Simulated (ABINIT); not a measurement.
**KZnF3: optical spectrum from first principles**

Wanted: where KZnF3 starts to absorb, how strongly, and its refractive index.

Calculated with ABINIT 10.8.3; DFT, PBE, plane waves with norm-conserving potentials (PseudoDojo), scalar-relativistic, independent-particle linear optical response without local fields.

### 1. The structure

Symmetry: Pm-3m, No. 221, cubic system. The conventional cell has a = 4.050 Å, b = 4.050 Å, c = 4.050 Å, α = 90.00°, β = 90.00°, γ = 90.00°. Nearest to Zn lie 6 F at 2.02 Å. Nearest to K lie 12 F at 2.86 Å. Nearest to F lie 2 Zn at 2.02 Å and 4 K at 2.86 Å. Farther neighbours and most contacts between anions are not listed.

Coordinates:

```cif
data_structure
_symmetry_space_group_name_H-M 'P 1'
_symmetry_Int_Tables_number 1
_cell_length_a 4.0500
_cell_length_b 4.0500
_cell_length_c 4.0500
_cell_angle_alpha 90.000
_cell_angle_beta 90.000
_cell_angle_gamma 90.000
_cell_volume 66.43
loop_
_atom_site_label
_atom_site_type_symbol
_atom_site_fract_x
_atom_site_fract_y
_atom_site_fract_z
_atom_site_occupancy
Zn1 Zn 0.50000 0.50000 0.50000 1
K2 K 0.00000 0.00000 0.00000 1
F3 F 0.50000 0.00000 0.50000 1
F4 F 0.00000 0.50000 0.50000 1
F5 F 0.50000 0.50000 0.00000 1
```

### 2. Ground state, bands and velocity matrix elements

First the ground state: is it a metal or has it a gap?

This step: DFT, PBE, plane waves with norm-conserving potentials (PseudoDojo), scalar-relativistic, ground state, bands at fixed density and velocity matrix elements (ABINIT 10.8.3).

Input file run.abi:

```
# ground state, bands on a dense mesh, and the derivatives d/dk of the wave functions
ndtset 3

ngkpt1 6 6 6
shiftk1 0.0 0.0 0.0
tolvrs1 1.0d-12
nband1 29
prtden1 1

iscf2 -2
getden2 1
ngkpt2 8 8 8
shiftk2 0.0 0.0 0.0
kptopt2 1
nband2 55
nbdbuf2 4
tolwfr2 1.0d-14

optdriver3 8
wfk_task3 "wfk_ddk"
prtevk3 1
getwfk3 2
getden3 1
iscf3 -2
ngkpt3 8 8 8
shiftk3 0.0 0.0 0.0
kptopt3 1
nband3 55

nshiftk 1
occopt 3
tsmear 0.001837
ecut 45.0
nstep 80
iomode 3
chksymbreak 0
chkprim 0
chksymtnons 0
acell 3*1.0 Angstrom
rprim
  4.050000000000 0.000000000000 0.000000000000
  0.000000000000 4.050000000000 0.000000000000
  0.000000000000 0.000000000000 4.050000000000
natom 5
ntypat 3
znucl 30 19 9
typat 1 2 3 3 3
xred
  0.500000000000 0.500000000000 0.500000000000
  0.000000000000 0.000000000000 0.000000000000
  0.500000000000 0.000000000000 0.500000000000
  0.000000000000 0.500000000000 0.500000000000
  0.500000000000 0.500000000000 0.000000000000
pseudos "Zn.upf, K.upf, F.upf"
```

Started as:

```
$ mpirun -n 4 abinit run.abi
```

Numbers of over 12 decimals in the logs are rounded to 6 here.

Log:

```text
DATASET    1 : space group Pm -3 m (#221); Bravais cP (primitive cubic)
 DATASET    2 : space group Pm -3 m (#221); Bravais cP (primitive cubic)
 DATASET    3 : space group Pm -3 m (#221); Bravais cP (primitive cubic)
            ngfft          48      48      48
                         0.05556    0.05556    0.05556    0.01389    0.03704    0.11111
                         0.05556    0.11111    0.11111    0.02778    0.03704    0.05556
                         0.04688    0.04688    0.02344    0.02344    0.04688    0.02344
                         0.02344    0.02344    0.00586    0.01563    0.04688    0.04688
                         0.02344    0.04688    0.09375    0.04688    0.04688    0.04688
                         0.01172    0.01563    0.04688    0.02344    0.04688    0.04688
                         0.01172    0.01563    0.02344    0.01172    0.00195
                         0.04688    0.04688    0.02344    0.02344    0.04688    0.02344
                         0.02344    0.02344    0.00586    0.01563    0.04688    0.04688
                         0.02344    0.04688    0.09375    0.04688    0.04688    0.04688
                         0.01172    0.01563    0.04688    0.02344    0.04688    0.04688
                         0.01172    0.01563    0.02344    0.01172    0.00195
== DATASET  1 ==================================================================
 Real(R)+Recip(G) space primitive vectors, cartesian coordinates (Bohr,Bohr^-1):
 R(1)=  7.6533908  0.0000000  0.0000000  G(1)=  0.1306610  0.0000000  0.0000000
 R(2)=  0.0000000  7.6533908  0.0000000  G(2)=  0.0000000  0.1306610  0.0000000
 R(3)=  0.0000000  0.0000000  7.6533908  G(3)=  0.0000000  0.0000000  0.1306610
 Unit cell volume ucvol=  4.4829270E+02 bohr^3
 Angles (23,13,12)=  9.00000000E+01  9.00000000E+01  9.00000000E+01 degrees
 getcut: wavevector=  0.0000  0.0000  0.0000  ngfft=  48  48  48
     iter   Etot(hartree)      deltaE(h)  residm     vres2
 ETOT  1  -309.15791240722    -3.092E+02 2.984E-01 1.134E+04
 ETOT  2  -310.80115161661    -1.643E+00 1.733E-01 1.366E+04
 ETOT  3  -313.04928332234    -2.248E+00 7.419E-02 2.077E+03
 ETOT  4  -313.15975575369    -1.105E-01 3.475E-02 1.236E+03
 ETOT  5  -313.21732400297    -5.757E-02 1.184E-02 5.984E+02
 ETOT  6  -313.26146872831    -4.414E-02 1.322E-02 1.503E+02
 ETOT  7  -313.27141809286    -9.949E-03 2.294E-03 3.485E+01
 ETOT  8  -313.27474720900    -3.329E-03 2.228E-03 7.744E-02
 ETOT  9  -313.27475359658    -6.388E-06 2.539E-03 1.732E-02
 ETOT 10  -313.27475635140    -2.755E-06 2.103E-03 4.405E-05
 ETOT 11  -313.27475636226    -1.086E-08 2.458E-03 2.259E-06
 ETOT 12  -313.27475636267    -4.147E-10 3.048E-03 5.644E-08
 ETOT 13  -313.27475636268    -9.777E-12 2.499E-03 2.176E-09
 ETOT 14  -313.27475636271    -3.126E-11 1.617E-03 2.121E-10
 ETOT 15  -313.27475636267     3.934E-11 6.788E-04 2.787E-12
 ETOT 16  -313.27475636269    -1.432E-11 3.396E-04 2.929E-14
 At SCF step   16       vres2   =  2.93E-14 < tolvrs=  1.00E-12 =>converged.
 Cartesian components of stress tensor (hartree/bohr^3)
  sigma(1 1)= -1.40155897E-04  sigma(3 2)=  0.00000000E+00
  sigma(2 2)= -1.40155897E-04  sigma(3 1)=  0.00000000E+00
  sigma(3 3)= -1.40155897E-04  sigma(2 1)=  0.00000000E+00
 Mean square residual over all n,k,spin=   15.108E-07; max=  33.958E-05
 Fermi (or HOMO) energy (hartree) =   0.14979   Average Vxc (hartree)=  -0.36922
 Eigenvalues (hartree) for nkpt=  20  k points:
 kpt#   1, nband= 29, wtk=  0.00463, kpt=  0.0000  0.0000  0.0000 (reduced coord)
  -4.42213   -2.73865   -2.73865   -2.73865   -0.91450   -0.71140   -0.68842   -0.68842
  -0.30760   -0.30760   -0.30760   -0.07209   -0.07209   -0.07209   -0.05282   -0.05282
  -0.05282   -0.03999   -0.03999    0.00462    0.00462    0.00462    0.01193    0.01193
   0.01193    0.22188    0.40110    0.40110    0.42774
   2.00000    2.00000    2.00000    2.00000    2.00000    2.00000    2.00000    2.00000
   2.00000    2.00000    2.00000    2.00000    2.00000    2.00000    2.00000    2.00000
   2.00000    2.00000    2.00000    2.00000    2.00000    2.00000    2.00000    2.00000
   2.00000    0.00000    0.00000    0.00000    0.00000
kinetic             :  1.51961380313538E+02
hartree             :  1.23145043428778E+02
xc                  : -4.56594995483181E+01
Ewald energy        : -1.66106594764078E+02
psp_core            :  5.54710655072409E+00
local_psp           : -3.30075599256034E+02
non_local_psp       : -5.20865930872986E+01
internal            : -3.13274756362689E+02
'-kT*entropy'       :  3.91547779883562E-15
total_energy        : -3.13274756362689E+02
total_energy_eV     : -8.52464039650072E+03
 Cartesian components of stress tensor (hartree/bohr^3)
  sigma(1 1)= -1.40155897E-04  sigma(3 2)=  0.00000000E+00
  sigma(2 2)= -1.40155897E-04  sigma(3 1)=  0.00000000E+00
  sigma(3 3)= -1.40155897E-04  sigma(2 1)=  0.00000000E+00
-Cartesian components of stress tensor (GPa)         [Pressure=  4.1235E+00 GPa]
== DATASET  2 ==================================================================
 Real(R)+Recip(G) space primitive vectors, cartesian coordinates (Bohr,Bohr^-1):
 R(1)=  7.6533908  0.0000000  0.0000000  G(1)=  0.1306610  0.0000000  0.0000000
 R(2)=  0.0000000  7.6533908  0.0000000  G(2)=  0.0000000  0.1306610  0.0000000
 R(3)=  0.0000000  0.0000000  7.6533908  G(3)=  0.0000000  0.0000000  0.1306610
 Unit cell volume ucvol=  4.4829270E+02 bohr^3
 Angles (23,13,12)=  9.00000000E+01  9.00000000E+01  9.00000000E+01 degrees
 getcut: wavevector=  0.0000  0.0000  0.0000  ngfft=  48  48  48
 Mean square residual over all n,k,spin=   47.439E-16; max=  99.977E-16
 Eigenvalues (hartree) for nkpt=  35  k points:
 kpt#   1, nband= 55, wtk=  0.00195, kpt=  0.0000  0.0000  0.0000 (reduced coord)
  -4.42213   -2.73865   -2.73865   -2.73865   -0.91450   -0.71140   -0.68842   -0.68842
  -0.30760   -0.30760   -0.30760   -0.07209   -0.07209   -0.07209   -0.05282   -0.05282
  -0.05282   -0.03999   -0.03999    0.00462    0.00462    0.00462    0.01193    0.01193
   0.01193    0.22188    0.40110    0.40110    0.42774    0.48505    0.48505    0.48505
   0.60049    0.60049    0.60049    0.78822    0.78822    0.78822    0.81210    0.81210
   0.88168    0.88168    0.88168    0.91712    0.91712    0.91712    0.97456    1.14130
   1.14130    1.14130    1.14985    1.14985    1.14985    1.20507    1.20507
== DATASET  3 ==================================================================
            ngfft          48      48      48
                         0.05556    0.05556    0.05556    0.01389    0.03704    0.11111
                         0.05556    0.11111    0.11111    0.02778    0.03704    0.05556
                         0.04688    0.04688    0.02344    0.02344    0.04688    0.02344
                         0.02344    0.02344    0.00586    0.01563    0.04688    0.04688
                         0.02344    0.04688    0.09375    0.04688    0.04688    0.04688
                         0.01172    0.01563    0.04688    0.02344    0.04688    0.04688
                         0.01172    0.01563    0.02344    0.01172    0.00195
                         0.04688    0.04688    0.02344    0.02344    0.04688    0.02344
                         0.02344    0.02344    0.00586    0.01563    0.04688    0.04688
                         0.02344    0.04688    0.09375    0.04688    0.04688    0.04688
                         0.01172    0.01563    0.04688    0.02344    0.04688    0.04688
                         0.01172    0.01563    0.02344    0.01172    0.00195
[shortened to cell, iterations, levels, energies and stress; the echo of variables, forces, comments, warnings and credits are left out]
```

Run time: 2.5 min. Hardware: 4 MPI ranks of Arm Neoverse V1, shared host; peak memory 0.16 GiB; 9.9 min of CPU time.

This step gave:

| Property | Result |
| --- | --- |
| total energy | -313.3 Ha |
| gap on the k-mesh | 3.992 eV |
| direct gap on the mesh | 5.713 eV |

There is a gap, 3.99 eV on this mesh (points off the mesh can give less), so no carriers' term is needed.

### 3. Optical response

The spectrum is a sum over vertical transitions between filled and empty bands at the fixed density, so many empty bands are needed.

This step: DFT, PBE, plane waves with norm-conserving potentials (PseudoDojo), scalar-relativistic, independent-particle linear optical response without local fields (ABINIT 10.8.3).

Input file optic.abi:

```
&FILES
 ddkfile_1 = 'runo_DS3_1_EVK.nc',
 ddkfile_2 = 'runo_DS3_2_EVK.nc',
 ddkfile_3 = 'runo_DS3_3_EVK.nc',
 wfkfile = 'runo_DS2_WFK.nc'
/
&PARAMETERS
 broadening = 0.001837,
 domega = 0.0020212,
 maxomega = 0.80849,
 scissor = 0.0,
 tolerance = 0.002,
 nband_sum = 51
/
&COMPUTATIONS
 num_lin_comp = 1,
 lin_comp = 11,
 num_nonlin_comp = 0,
 num_linel_comp = 0,
 num_nonlin2_comp = 0
/
```

Started as:

```
$ optic optic.abi
```

Log:

```text

 OPTIC has originally been developed by
 S. Sharma, J. K. Dewhurst and C. Ambrosch-Draxl, Phys. Rev. B 67, 165332 (2003), and
 S. Sharma and C. Ambrosch-Draxl, Physica Scripta T 109 (2004).

 rprimd(bohr)      =   7.65339   0.00000   0.00000
                       0.00000   7.65339   0.00000
                       0.00000   0.00000   7.65339
 natom             =       5
 nkpt,mband        =      35      55
 ecut              =  45.00000 Ha
 newocc: new Fermi energy is       0.138982 , with nelect=     50.000000, Number of bisection calls: 7
 Fermi level: 3.7819  (eV)

 fermie            =   0.13898 Ha   3.78190 eV
 Scissor shift     =   0.00000 Ha
 Tolerance on closeness to singularities     =   0.00200 Ha
 Smearing factor      =   0.00184 Ha
 Will use the antiresonant approximation (meaning that the antiresonant terms are neglected)
 Will not perform the bands decomposition
 linear coeffs to be calculated :
 11
 non-linear coeffs to be calculated :

 electronic part of electro-optic coeffs to be calculated :

 non-linear coeffs (V2) to be calculated :

 linear optic matrix elements will be printed :0
 optic : Call pmat2cart
 No scissor shift to be applied. Returning to main optic routine.
 optic : Call linopt
  linopt            1           1
 calculated the component:           1           1   of dielectric function
  with broadening:         (0.000000,1.83700000000000009E-003)
 and scissors shift:   0.000000
 energy window:   153.479508      eV   5.640268      Ha
 optic : Call nlinopt
 optic : Call linelop
 optic : Call nonlinopt

================================================================================

 Calculation completed.
-
program: optic
version: 10.8.3
start_datetime:
end_datetime:
overall_cpu_time:           0.3
overall_wall_time:           0.3
mpi_procs: 1
omp_threads: 1
...
```

Wall time 0.72 s (1 thread); peak memory 0.05 GiB.

This step gave:

* electronic dielectric constant ε∞, mean over x, y and z (by symmetry where fewer were run): 2.330
* centre of weight of the strongest loss peak in the window: 16.94 eV

The Im ε, E ∥ x has structure finer than the step of the table below, so its rows give means over 0.5 eV, whole bins alone (the curve runs from 0.0550 to 21.9 eV). Peaks (eV: height): 7.59: 3.30, 11.05: 2.18, 13.09: 3.04, 13.64: 2.20, 15.23: 2.20, 20.02: 2.50, 21.78: 5.57.

Sum at mesh points, not converged in k; values under the direct gap are tails of Lorentzian lines. The Im ε, E ∥ x by photon energy; means over each step:

| photon energy (eV) | Im ε, E ∥ x |
| --- | --- |
| 0.5 | 5.2e-4 |
| 1.0 | 0.00105 |
| 1.5 | 0.00164 |
| 2.0 | 0.00230 |
| 2.5 | 0.00308 |
| 3.0 | 0.00407 |
| 3.5 | 0.00538 |
| 4.0 | 0.00727 |
| 4.5 | 0.0104 |
| 5.0 | 0.0168 |
| 5.5 | 0.0653 |
| 6.0 | 0.493 |
| 6.5 | 0.739 |
| 7.0 | 1.24 |
| 7.5 | 1.39 |
| 8.0 | 1.32 |
| 8.5 | 1.24 |
| 9.0 | 1.04 |
| 9.5 | 0.841 |
| 10.0 | 0.965 |
| 10.5 | 1.21 |
| 11.0 | 1.79 |
| 11.5 | 1.44 |
| 12.0 | 0.929 |
| 12.5 | 0.874 |
| 13.0 | 2.09 |
| 13.5 | 1.73 |
| 14.0 | 1.34 |
| 14.5 | 1.28 |
| 15.0 | 1.56 |
| 15.5 | 1.88 |
| 16.0 | 1.55 |
| 16.5 | 1.45 |
| 17.0 | 1.47 |
| 17.5 | 1.13 |
| 18.0 | 0.948 |
| 18.5 | 0.958 |
| 19.0 | 0.972 |
| 19.5 | 1.56 |
| 20.0 | 2.07 |
| 20.5 | 1.97 |
| 21.0 | 2.05 |
| 21.5 | 4.09 |

The reflectivity at normal incidence, E ∥ x has structure finer than the step of the table below, so its rows give means over 0.5 eV, whole bins alone (the curve runs from 0.0550 to 21.9 eV). Peaks (eV: height): 6.82: 10.9, 7.59: 17.1, 11.00: 12.1, 13.09: 16.0, 15.23: 11.5, 20.02: 13.4.

Sum at mesh points, not converged in k. Reflectivity at normal incidence, E ∥ x against photon energy; means over each step:

| photon energy (eV) | reflectivity at normal incidence, E ∥ x (%) |
| --- | --- |
| 0.5 | 4.35 |
| 1.0 | 4.39 |
| 1.5 | 4.44 |
| 2.0 | 4.53 |
| 2.5 | 4.64 |
| 3.0 | 4.79 |
| 3.5 | 5.00 |
| 4.0 | 5.26 |
| 4.5 | 5.63 |
| 5.0 | 6.19 |
| 5.5 | 7.23 |
| 6.0 | 8.70 |
| 6.5 | 8.79 |
| 7.0 | 8.67 |
| 7.5 | 10.4 |
| 8.0 | 7.68 |
| 8.5 | 6.92 |
| 9.0 | 5.70 |
| 9.5 | 5.66 |
| 10.0 | 6.28 |
| 10.5 | 7.92 |
| 11.0 | 9.91 |
| 11.5 | 7.10 |
| 12.0 | 4.49 |
| 12.5 | 6.23 |
| 13.0 | 12.0 |
| 13.5 | 8.94 |
| 14.0 | 6.67 |
| 14.5 | 6.24 |
| 15.0 | 8.10 |
| 15.5 | 10.0 |
| 16.0 | 8.06 |
| 16.5 | 7.45 |
| 17.0 | 7.59 |
| 17.5 | 5.78 |
| 18.0 | 3.98 |
| 18.5 | 4.16 |
| 19.0 | 4.73 |
| 19.5 | 8.60 |
| 20.0 | 10.9 |
| 20.5 | 10.6 |
| 21.0 | 10.7 |
| 21.5 | 21.4 |

The loss function −Im 1/ε at q → 0, E ∥ x has structure finer than the step of the table below, so its rows give means over 0.5 eV, whole bins alone (the curve runs from 0.0550 to 21.9 eV). Peaks (eV: height): 13.91: 0.451, 15.67: 0.410, 16.17: 0.433, 16.61: 0.448, 17.38: 0.591, 18.04: 0.414, 20.62: 0.434.

Sum at mesh points, not converged in k; values under the direct gap are tails of Lorentzian lines. The loss function −Im 1/ε at q → 0, E ∥ x by energy loss; means over each step:

| energy loss (eV) | loss function −Im 1/ε at q → 0, E ∥ x |
| --- | --- |
| 0.5 | 9.5e-5 |
| 1.0 | 1.9e-4 |
| 1.5 | 3.0e-4 |
| 2.0 | 4.1e-4 |
| 2.5 | 5.4e-4 |
| 3.0 | 6.9e-4 |
| 3.5 | 8.7e-4 |
| 4.0 | 0.00112 |
| 4.5 | 0.00149 |
| 5.0 | 0.00219 |
| 5.5 | 0.00689 |
| 6.0 | 0.0450 |
| 6.5 | 0.0673 |
| 7.0 | 0.132 |
| 7.5 | 0.135 |
| 8.0 | 0.179 |
| 8.5 | 0.195 |
| 9.0 | 0.199 |
| 9.5 | 0.139 |
| 10.0 | 0.150 |
| 10.5 | 0.146 |
| 11.0 | 0.208 |
| 11.5 | 0.302 |
| 12.0 | 0.235 |
| 12.5 | 0.130 |
| 13.0 | 0.207 |
| 13.5 | 0.302 |
| 14.0 | 0.342 |
| 14.5 | 0.279 |
| 15.0 | 0.237 |
| 15.5 | 0.343 |
| 16.0 | 0.388 |
| 16.5 | 0.404 |
| 17.0 | 0.403 |
| 17.5 | 0.489 |
| 18.0 | 0.359 |
| 18.5 | 0.297 |
| 19.0 | 0.232 |
| 19.5 | 0.202 |
| 20.0 | 0.280 |
| 20.5 | 0.332 |
| 21.0 | 0.246 |
| 21.5 | 0.186 |

At chosen wavelengths:

| wavelength (nm) | n | k | R (%) | 1/α |
| --- | --- | --- | --- | --- |
| 1550 | 1.53 | 0.000 | 4.4 | 452 µm |
| 1064 | 1.53 | 0.000 | 4.4 | 209 µm |
| 800 | 1.53 | 0.001 | 4.4 | 115 µm |
| 532 | 1.55 | 0.001 | 4.6 | 47 µm |
| 365 | 1.57 | 0.002 | 4.9 | 18 µm |
| 308 | 1.60 | 0.002 | 5.3 | 11 µm |
| 193 | 1.70 | 0.188 | 7.2 | 82 nm |

Below the direct gap, k and the depth come from the tails of the Lorentzian lines, not from transitions.

Rows near the edge hang on the gap, which this functional as a rule makes too small, and phonon-assisted absorption is left out.

### 4. Results

```
electronic dielectric constant ε∞, mean over x, y and z (by symmetry where fewer were run) (independent particles) : 2.33
centre of weight of the strongest loss peak in the window, first axis                                              : 16.9 eV
```

In words: At this level (PBE, independent particles) KZnF3 has ε∞ = 2.33 and n = 1.53 at 1550 nm. On the mesh the gap is 3.99 eV and the least direct gap 5.71 eV, so on this mesh the band edges lie at different points. Excitons and phonon-assisted transitions are missing, and so are local fields; PBE gaps are as a rule too small, which pulls the onset down and ε∞ up. The sum runs over mesh points 0.19 Å⁻¹ apart with no interpolation, so peaks are partly noise of the mesh and static values carry its error. Besides steps told in other documents, this task had 1 run with a known fault of program or setting; those not told in a step above aren't shown.

[Logs are printed without paths, hosts, clocks, repeated set-up lines and the standing remarks that a program may print on its own settings, such as how far it seeks lower states.]

[Hosts, paths, dates, database ids (printed as entryN), source tags and the programs' standing remarks are cut or masked in the printed files.]
